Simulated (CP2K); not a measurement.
Formylcyclopropane has these distinct C atoms: C2 (bonded to C, O and H), C3 (bonded to 3 C and H) and C4 (bonded to 2 C and 2 H).

```xyz
11

O     2.0094   -0.7697   -0.3823
C     1.5462    0.2254    0.1683
C     0.1018    0.5150    0.3092
C    -0.8533   -0.6747    0.4453
C    -0.8310    0.0885   -0.8315
H     2.2311    0.9899    0.6100
H    -0.1499    1.4292    0.8452
H    -1.6945   -0.5465    1.1240
H    -0.3692   -1.6498    0.4559
H    -1.6549    0.7628   -1.0585
H    -0.3357   -0.3700   -1.6857
```

Their partial C K spectra (CP2K XAS_TDP, all-electron GAPW, PBEh(45%), aug-cc-pVDZ, TDA, GW2X-corrected core level, no relativity) are given in random order, each times the number of alike atoms.

Gaussian full width 0.5 eV, oscillator strength per eV, alike atoms added, rows of zeros left out:

| E (eV) | curve 1 | curve 2 | curve 3 |
| --- | --- | --- | --- |
| 287.75 | 0.000 | 0.001 | 0.000 |
| 288.00 | 0.000 | 0.017 | 0.000 |
| 288.25 | 0.000 | 0.087 | 0.000 |
| 288.50 | 0.006 | 0.117 | 0.000 |
| 288.75 | 0.045 | 0.040 | 0.000 |
| 289.00 | 0.085 | 0.003 | 0.000 |
| 289.25 | 0.040 | 0.000 | 0.000 |
| 289.50 | 0.005 | 0.000 | 0.002 |
| 289.75 | 0.002 | 0.000 | 0.014 |
| 290.00 | 0.015 | 0.000 | 0.026 |
| 290.25 | 0.035 | 0.000 | 0.012 |
| 290.50 | 0.027 | 0.000 | 0.002 |
| 290.75 | 0.031 | 0.000 | 0.003 |
| 291.00 | 0.036 | 0.000 | 0.015 |
| 291.25 | 0.033 | 0.000 | 0.035 |
| 291.50 | 0.031 | 0.000 | 0.069 |
| 291.75 | 0.021 | 0.000 | 0.061 |
| 292.00 | 0.043 | 0.000 | 0.024 |
| 292.25 | 0.074 | 0.000 | 0.022 |
| 292.50 | 0.051 | 0.000 | 0.021 |
| 292.75 | 0.031 | 0.002 | 0.017 |
| 293.00 | 0.050 | 0.016 | 0.008 |
| 293.25 | 0.051 | 0.027 | 0.004 |
| 293.50 | 0.036 | 0.012 | 0.019 |
| 293.75 | 0.033 | 0.001 | 0.031 |
| 294.00 | 0.033 | 0.002 | 0.019 |
| 294.25 | 0.041 | 0.007 | 0.012 |
| 294.50 | 0.041 | 0.008 | 0.017 |
| 294.75 | 0.044 | 0.004 | 0.029 |
| 295.00 | 0.045 | 0.003 | 0.029 |
| 295.25 | 0.053 | 0.003 | 0.019 |
| 295.50 | 0.040 | 0.007 | 0.014 |
| 295.75 | 0.013 | 0.013 | 0.011 |
| 296.00 | 0.015 | 0.015 | 0.006 |
| 296.25 | 0.020 | 0.013 | 0.009 |
| 296.50 | 0.024 | 0.021 | 0.019 |
| 296.75 | 0.014 | 0.026 | 0.016 |
| 297.00 | 0.006 | 0.016 | 0.011 |

Q: Which curve belongs to which atom?

Curve 1: C4 (bonded to 2 C and 2 H), leading line at 288.99 eV (f = 0.023 an atom), ionisation energy 292.36 eV, term value 3.37 eV. Curve 2: C2 (bonded to C, O and H), leading line at 288.43 eV (f = 0.066 an atom), ionisation energy 295.30 eV, term value 6.87 eV. Curve 3: C3 (bonded to 3 C and H), leading line at 289.98 eV (f = 0.014 an atom), ionisation energy 292.27 eV, term value 2.29 eV. The leading line of an atom is its first one with 35 % of the strongest within 2.5 eV of its lowest line over the strength cut. A line lies at the core ionisation energy, which rises as an atom loses charge to its neighbours or to a π system, less the term value, which is large for a low π* or σ* orbital with weight on that atom.

[Banner, clock and machine lines of the logs are left out without a mark of their own.]

[Logs are printed without paths, hosts, clocks, repeated set-up lines and the standing remarks that a program may print on its own settings, such as how far it seeks lower states.]

[Hosts, paths, dates, database ids (printed as entryN), source tags and the programs' standing remarks are cut or masked in the printed files.]
